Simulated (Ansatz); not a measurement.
**Lattice dynamics of SmSb (Fm-3m)**

Task: relax SmSb (Fm-3m), then find its harmonic phonons.

Main program and level: Ansatz 0.2.0; DFT LDA, scalar-relativistic, plane waves, PAW.

Most raw output is cut from this account.

In doubt: a part-filled 4f shell, where there is one, can sit in one of many states (steps 2, 3, 4, 6, 7, 8), so energies may not be the lowest and differences between runs may mislead; derivatives with an open 4f shell can jump between states (steps 2, 3, 4, 6, 7, 8), which bears on forces and vibrations.

## Step 1: Starting point

The structure is cubic, space group Fm-3m (No. 225). Conventional cell: a = 6.268 Å, b = 6.268 Å, c = 6.268 Å, α = 90.00°, β = 90.00°, γ = 90.00°. Sm has 6 Sb at 3.13 Å nearest. Nearest to Sb lie 6 Sm at 3.13 Å. Farther neighbours are not listed.

## Step 2: A magnetic order at the starting cell, 2 atoms

Phonons depend on the magnetic state, so simple orders are compared first, at the starting cell. This run starts ferromagnetic.

File input.yaml:

```yaml
crystal:
  lattice:
    - [0.0, 3.134, 3.134]
    - [3.134, 0.0, 3.134]
    - [3.134, 3.134, 0.0]
  atoms:
    - { symbol: Sm, position: [0.5, 0.5, 0.5], spin: 5.0 }
    - { symbol: Sb, position: [0.0, 0.0, 0.0] }
kpoints:
  mp_grid: { grid: [8, 8, 8] }
hamiltonian:
  xc: lda
scf:
  occupations: { method: gaussian, width: 0.05 }
  max_iter: 100
output:
  forces: true
  stress: true
  eigenvalues: true
  populations: true
magnetization:
  spin_polarized: true
```

Launch:

```sh
ansatz run input.yaml --threads 8 --pin off --max-ram 14336MiB --backend cpu --events-out ev --progress --plain --runs-dir out
```

Elapsed: 3 s, on 8 threads of Arm Neoverse V2, shared host; peak memory 0.41 GiB; 15 s of CPU time.

Numbers from this step:

* magnetization: 5.383 μB
* absolute magnetization: 5.640 μB
* site moments: 5.442, -0.1043 μB
* pressure: -0.9112 GPa
* volume per atom: 30.78 Å³
* gap on the k-mesh: 0 eV

The cell carries a net spin moment of 5.38 μB and an absolute one of 5.64 μB.

## Step 3: A magnetic order at the starting cell, 4 atoms

Phonons depend on the magnetic state, so simple orders are compared first, at the starting cell. This run starts antiferromagnetic, q = (0.5, 0.5, 0.5).

System of this step: SmSb (Fm-3m). Symmetry: Fm-3m, No. 225, cubic system. Conventional cell: a = 6.268 Å, b = 6.268 Å, c = 6.268 Å, α = 90.00°, β = 90.00°, γ = 90.00°. Nearest to Sm lie 6 Sb at 3.13 Å. Nearest to Sb lie 6 Sm at 3.13 Å. Farther neighbours are not listed.

input.yaml, the sections that differ from step 2:

```yaml
crystal:
  lattice:
    - [3.134, 0.0, -3.134]
    - [3.134, -3.134, 0.0]
    - [-3.134, -3.134, -6.268]
  atoms:
    - { symbol: Sm, position: [0.5, 0.25, 0.75], spin: -5.0 }
    - { symbol: Sm, position: [0.5, 0.75, 0.25], spin: 5.0 }
    - { symbol: Sb, position: [0.0, 0.5, 0.5] }
    - { symbol: Sb, position: [0.0, 0.0, 0.0] }
kpoints:
  mp_grid: { grid: [9, 9, 9] }
# hamiltonian, scf, output, magnetization: as in step 2
```

The job ended after 20 s (8 threads; peak memory 1 GiB).

The cell carries a net spin moment of 0.00 μB and an absolute one of 11.57 μB, so the moments cancel.

## Step 4: A magnetic order at the starting cell, 4 atoms (run 2)

Phonons depend on the magnetic state, so simple orders are compared first, at the starting cell. This run starts antiferromagnetic, q = (0.5, 0.5, 0).

input.yaml, the sections that differ from step 3:

```yaml
crystal:
  lattice:
    - [3.134, -3.134, 0.0]
    - [-3.134, -3.134, 0.0]
    - [0.0, 0.0, -6.268]
  atoms:
    - { symbol: Sm, position: [0.5, 0.5, 0.0], spin: -5.0 }
    - { symbol: Sm, position: [0.0, 0.0, 0.5], spin: 5.0 }
    - { symbol: Sb, position: [0.5, 0.5, 0.5] }
    - { symbol: Sb, position: [0.0, 0.0, 0.0] }
kpoints:
  mp_grid: { grid: [6, 6, 6] }
# hamiltonian, scf, output, magnetization: as in step 3
```

Elapsed: 93 s, on 8 threads; peak memory 2.2 GiB.

The cell carries a net spin moment of 0.00 μB and an absolute one of 11.38 μB, so the moments cancel.

## Step 5: The orders compared

An antiferromagnetic start is carried into the relaxation if it ends more than 3 meV per atom below the ferromagnetic start.

This step gave:

- start carried on: antiferromagnetic, q = (0.5, 0.5, 0.5)

Orders, by row:

```tsv
starting order	atoms	energy from the first start (meV/atom)	largest moment (μB)	gap on mesh (eV)	net moment of the cell (μB)	order kept
ferromagnetic	2	0	5.44	0	5.38	yes
antiferromagnetic, q = (0.5, 0.5, 0.5)	4	-22.1	5.53	0	0	yes
antiferromagnetic, q = (0.5, 0.5, 0)	4	-5.1	5.5	0	0	yes
```

The start carried on is the antiferromagnetic, q = (0.5, 0.5, 0.5) one.

## Step 6: Bringing the structure to rest

Harmonic phonons are second derivatives at a point where the forces vanish, and they are wanted at zero stress, so atoms and cell are relaxed first.

input.yaml, the sections that differ from step 4:

```yaml
crystal:
  lattice:
    - [3.134, 0.0, -3.134]
    - [3.134, -3.134, 0.0]
    - [-3.134, -3.134, -6.268]
  atoms:
    - { symbol: Sm, position: [0.5, 0.25, 0.75], spin: -6.08 }
    - { symbol: Sm, position: [0.5, 0.75, 0.25], spin: 6.08 }
    - { symbol: Sb, position: [0.0, 0.5, 0.5] }
    - { symbol: Sb, position: [0.0, 0.0, 0.0] }
kpoints:
  mp_grid: { grid: [12, 12, 12] }
scf:
  occupations: { method: gaussian, width: 0.1 }
relax:
  adjacent_minimum: "off"
  f_tol: 0.005
  max_steps: 80
  cell: { stress_tol: 0.05 }
# hamiltonian, output, magnetization: as in step 4
```

The job ended after 56 s (8 threads; peak memory 1.6 GiB).

The steps of the relaxation:

```tsv
step	energy less that of the first step (eV)	largest force component (eV/Å)	pressure (GPa)	volume (Å³)
1	0.0000	0.0000	-0.84	123.13
2	-0.0048	0.0000	0.48	119.90
3	-0.0062	0.0000	-0.01	121.06
4*	-0.0056	0.0000	-0.01	121.06
```

Relaxation steps marked * repeat the geometry before them on a plane-wave basis chosen anew for their cell, so energy and pressure can jump there.

Forces are held to the 12 operations that the run works with; a distortion that breaks them can't arise in this run.

```tsv
cell as run	before	after	change
a (Å)	4.432	4.411	-0.5 %
b (Å)	4.432	4.411	-0.5 %
c (Å)	7.677	7.623	-0.7 %
β (°)	73.22	73.18	-0.0 %
volume (Å³/atom)	30.78	30.26	-1.7 %
```

Final coordinates:

```cif
data_structure
_symmetry_space_group_name_H-M 'P 1'
_symmetry_Int_Tables_number 1
_cell_length_a 4.4107
_cell_length_b 4.4107
_cell_length_c 7.6234
_cell_angle_alpha 90.000
_cell_angle_beta 73.185
_cell_angle_gamma 60.000
_cell_volume 121.06
loop_
_atom_site_label
_atom_site_type_symbol
_atom_site_fract_x
_atom_site_fract_y
_atom_site_fract_z
_atom_site_occupancy
Sm1 Sm 0.50000 0.25000 0.75000 1
Sm2 Sm 0.50000 0.75000 0.25000 1
Sb3 Sb 0.00000 0.50000 0.50000 1
Sb4 Sb 0.00000 0.00000 0.00000 1
```

This step gave:

```yaml
absolute_magnetization: 11.54 μB
site_moments: -5.517, 5.517, -1.38e-15, 1.39e-15 μB
pressure: -0.01105 GPa
volume_per_atom: 30.26 Å³
```

In this step the volume went from 30.78 to 30.26 Å³/atom.

## Step 7: Relaxing to small forces for the phonons

Phonons need a cell at rest on their own settings, so the relaxation is repeated with tight tolerances on forces and stress, using the mesh and the filling of the phonon run that follows.

input.yaml, the sections that differ from step 6:

```yaml
crystal:
  lattice:
    - [3.1188125487, 0.0, -3.1188125487]
    - [3.1188125487, -3.1188125487, 0.0]
    - [-3.1089744717, -3.1089744717, -6.2277870204]
  atoms:
    - { symbol: Sm, position: [0.5, 0.25, 0.75], spin: -6.07 }
    - { symbol: Sm, position: [0.5, 0.75, 0.25], spin: 6.07 }
    - { symbol: Sb, position: [0.0, 0.5, 0.5] }
    - { symbol: Sb, position: [0.0, 0.0, 0.0] }
scf:
  occupations: { method: gaussian, width: 0.15 }
relax:
  adjacent_minimum: "off"
  f_tol: 0.001
  max_steps: 60
  cell: { stress_tol: 0.01 }
# kpoints, hamiltonian, output, magnetization: as in step 6
```

Run time: 48 s. Hardware: 8 threads; peak memory 1.5 GiB.

Relaxation path:

```tsv
step	energy less that of the first step (eV)	largest force component (eV/Å)	pressure (GPa)	volume (Å³)
1	0.0000	0.0000	0.04	121.06
2	0.0000	0.0000	-0.02	121.22
3	0.0000	0.0000	0.00	121.17
4*	0.0000	0.0000	0.00	121.17
```

Relaxation steps marked * repeat the geometry before them on a plane-wave basis chosen anew for their cell, so energy and pressure can jump there.

The run keeps the 12 symmetry operations that it works with, so distortions that break them were not tested.

```tsv
cell as run	before	after	change
a (Å)	4.411	4.410	-0.0 %
b (Å)	4.411	4.410	-0.0 %
c (Å)	7.623	7.631	+0.1 %
β (°)	73.18	73.20	+0.0 %
volume (Å³/atom)	30.26	30.29	+0.1 %
```

The relaxed structure:

```xyz
4
Lattice="3.1185 0.0000 -3.1185 3.1185 -3.1185 0.0000 -3.1136 -3.1136 -6.2321" Properties=species:S:1:pos:R:3 pbc="T T T"
Sm    0.0037   -3.1148   -6.2333
Sm    3.1197   -3.1173   -3.1173
Sb    0.0025   -3.1160   -3.1160
Sb    0.0000    0.0000    0.0000
```

This step gave:

- absolute magnetization: 11.52 μB
- site moments: -5.511, 5.511, -1.48e-15, 1.49e-15 μB
- pressure: -0.003365 GPa
- volume per atom: 30.29 Å³

The forces vanish by symmetry and the pressure is -0.003 GPa, within the tolerances set. The cell now holds 30.29 Å³/atom.

## Step 8: Zone-centre response

The zone centre comes first: it holds the modes that light can see, as far as symmetry allows. No field response is asked, since the mesh shows no gap.

input.yaml, the sections that differ from step 7:

```yaml
crystal:
  lattice:
    - [3.1185147668, 0.0, -3.1185147668]
    - [3.1185147668, -3.1185147668, 0.0]
    - [-3.1135829802, -3.1135829802, -6.232097747]
  atoms:
    - { symbol: Sm, position: [0.5, 0.25, 0.75], spin: -6.06 }
    - { symbol: Sm, position: [0.5, 0.75, 0.25], spin: 6.06 }
    - { symbol: Sb, position: [0.0, 0.5, 0.5] }
    - { symbol: Sb, position: [0.0, 0.0, 0.0] }
output:
  eigenvalues: true
  populations: true
phonons:
  method: dfpt
# kpoints, hamiltonian, scf, magnetization: as in step 7
# relax: removed
```

Wall time 4.8 min (8 threads); peak memory 9.3 GiB; 35 min of CPU time.

Numbers from this step:

| Item | Value |
| --- | --- |
| site moments | -5.511, 5.511, -1.45e-15, 1.48e-15 μB |
| sum-rule residual before enforcement | 7.87e-6 eV/Å² |
| highest optical mode at the zone centre (no LO-TO term) | 140.0 cm⁻¹ |
| lowest optical zone-centre mode | 101.0 cm⁻¹ |

Patterns of degenerate modes are one choice out of their space. Modes at Γ, with each element's share of the kinetic energy:

```tsv
mode	frequency (cm⁻¹)	Sm %	Sb %
1	0.0	55	45
2	0.0	55	45
3	0.0	55	45
4	101.0	100	0
5	101.0	100	0
6	104.6	0	100
7	104.6	0	100
8	107.5	0	100
9	120.8	100	0
10	137.8	45	55
11	140.0	45	55
12	140.0	45	55
```

Displacements in mode 4 (101.0 cm⁻¹), the largest set to 1:
```
Sm1  1.00 -0.50 -0.50
Sm2 -1.00  0.50  0.50
Sb3  0.00  0.00  0.00
Sb4  0.00  0.00  0.00
```

Displacements in mode 8 (107.5 cm⁻¹), the largest set to 1:
```
Sm1  0.00  0.00  0.00
Sm2  0.00  0.00  0.00
Sb3 -1.00 -1.00 -1.00
Sb4  1.00  1.00  1.00
```

Before it was imposed, the acoustic sum rule was missed by 7.9e-6 eV/Å². Small misses are needed for a sound result but don't prove that mesh and cutoff are converged. The lowest optical mode is real, 101 cm⁻¹.

## Step 9: Response at finite wavevector

Stability and thermal properties need the whole zone. Linear response on a 2×2×2 q mesh gives force constants as far as a supercell of that size would.

Changes to input.yaml since step 8:

```diff
@@ -23 +23,9 @@
   method: dfpt
+  qmesh: [2, 2, 2]
+  temperatures: { t_max: 1000, t_step: 50 }
+  qpath:
+    path:
+      - [[0.0, 0.0, 0.0], [0.0, 0.0, -1.0], [0.49960393, 0.24980197, -0.75019803]]
+      - [[0.75019803, 0.50039607, 0.0], [0.5, 0.0, 0.0], [0.0, 0.0, 0.0], [0.75019803, 0.37509902, 0.37509902]]
+      - [[0.62490098, 0.37509902, -0.37509902], [0.5, 0.5, -0.5], [0.0, 0.0, 0.0]]
+    npoints: 10
```

Run time: 88 min. Hardware: 8 threads; peak memory 13 GiB.

The run was cut off at the time limit after its SCF cycle had converged; no result of it is taken.

The program's message: “Warning: rende”

## Step 10: What came out

| Quantity | Value |
| --- | --- |
| space group after relaxation (within 0.01 Å) | Fm-3m |
| volume per atom | 30.3 Å³ |
| electronic character | no gap on this mesh |
| highest optical mode at the zone centre (no LO-TO term) | 140 cm⁻¹ |
| lowest optical zone-centre mode | 101 cm⁻¹ |
| imaginary modes at Γ (the only wavevector solved) | none |
| net magnetic moment of the cell as run | 0 μB |

What this shows: No mode at the zone centre of the cell as run is imaginary. The optical modes at Γ span 101 to 140 cm⁻¹. The dispersion run was stopped at a limit of time or memory. The magnetic order is imposed (antiferromagnetic, q = (0.5, 0.5, 0.5), in the reciprocal basis of the primitive cell) and the runs use its cell of 4 atoms, a multiple of the chemical cell, so that Γ here also holds zone-boundary modes of the chemical cell; it can lower the symmetry of the database entry. The magnetic state is the one that the run reached from its starting moments; a lower one was not ruled out. With no gap, or one that is small against the smearing, the frequencies hang on the k mesh and the smearing, most of all near Kohn anomalies. The 4f shell is treated without a U, so valence and screening may be off. Spin-orbit coupling is left out, which can matter for the heavy elements here. These are harmonic frequencies at zero temperature: anharmonic shifts, linewidths and thermal expansion are left out.

[Logs are printed without paths, hosts, clocks, repeated set-up lines and the standing remarks that a program may print on its own settings, such as how far it seeks lower states.]

[Hosts, paths, dates, database ids (printed as entryN), source tags and the programs' standing remarks are cut or masked in the printed files.]
